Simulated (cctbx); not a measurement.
**Accept or mend?**

Cell a = 13.2920 Å, b = 7.4960 Å, c = 6.5920 Å, α = 90.00°, β = 105.57°, γ = 90.00°; space group C2/c (no. 15).

The data are simulated with cctbx, not measured: Mo Kα, λ = 0.71073 Å, to d = 0.75 Å, 95 % of the full sphere, strongest reflection 5000 counts, noise from counting, a 6 % proportional error and a noise floor of 4 counts (s.d.); no absorption, and some extinction, which the refinements don't model.

An anisotropic refinement with weights 1/σ² prints:

```text
Rint 0.057, 786 unique reflections to 0.75 A
cycle     R1     wR2    GooF  max shift (A)
   1  0.0508  0.1287   2.140   0.00504
   2  0.0330  0.0811   1.348   0.00000
final R1 0.0330 wR2 0.0811 GooF 1.348  parameters 23  data/parameter 34.2
atom        x        y        z      Ueq    occ   su(xyz)  su(Uiso or U11)
Sn1    0.88049  0.62648  0.05255   0.0128  1.000  0.00006  0.0002
S1     0.00000  0.58999  0.75000   0.0189  1.000  0.00032  0.0011
S2     0.77527  0.41947  0.80881   0.0214  1.000  0.00029  0.0008
difference map: max 4.74 min -0.96 rms 0.31
Q1    0.1200  0.1059  0.5282    8    4.89  2.75 A from S2
Q2    0.0028  0.2990  0.6379    8    0.79  1.67 A from Sn1
Q3    0.0762  0.4292  0.6923    8    0.74  1.68 A from Sn1
Q4    0.2278  0.2437  0.0341    8    0.74  1.70 A from Sn1
Q5    0.0893  0.0779  0.6844    8    0.68  2.67 A from S2
Q6    0.1550  0.4852  0.3357    8    0.65  1.44 A from Sn1
```

**Question.** Can this result stand? If not, what is the likely fault?

Mend it. The fault: an atom left out, Li at (0.8794, 0.1069, 0.9774). Against the right model at the same level, R1 goes from 0.0230 to 0.0330 and GooF from 0.94 to 1.35 and the top difference peak, 4.9 e/Å³, lies 2.75 Å from S2. Q1 is the missing atom. With scattering power missing, scale and phases suffer, so peaks may also grow on the heavy atoms.

The compound is Li2Sn2S3. The right model at the same level gives:

```text
Rint 0.057, 786 unique reflections to 0.75 A
cycle     R1     wR2    GooF  max shift (A)
   1  0.0436  0.1139   1.904   0.03502
   4  0.0230  0.0565   0.945   0.00017
final R1 0.0230 wR2 0.0565 GooF 0.945  parameters 32  data/parameter 24.6
atom        x        y        z      Ueq    occ   su(xyz)  su(Uiso or U11)
Sn1    0.88049  0.62650  0.05249   0.0133  1.000  0.00004  0.0002
S1     0.00000  0.59013  0.75000   0.0194  1.000  0.00022  0.0008
S2     0.77519  0.41938  0.80877   0.0221  1.000  0.00021  0.0006
Li1    0.87993  0.10427  0.97346   0.0425  1.000  0.00194  0.0064
difference map: max 0.81 min -0.86 rms 0.23
Q1    0.0803  0.4276  0.6951    8    0.82  1.66 A from Sn1
Q2    0.0050  0.2976  0.6358    8    0.78  1.70 A from Sn1
Q3    0.2264  0.2452  0.0334    8    0.75  1.68 A from Sn1
Q4    0.1270  0.3371  0.6728    8    0.70  1.41 A from S2
Q5    0.0832  0.5090  0.2945    8    0.66  1.30 A from S1
Q6    0.1567  0.4790  0.3367    8    0.66  1.48 A from Sn1
```

The model was made for the exercise: a known structure type with other elements put in, its volume estimated, not relaxed; displacement parameters are assumed.

[Middle refinement cycles are left out of these outputs.]

[Logs are printed without paths, hosts, clocks, repeated set-up lines and the standing remarks that a program may print on its own settings, such as how far it seeks lower states.]
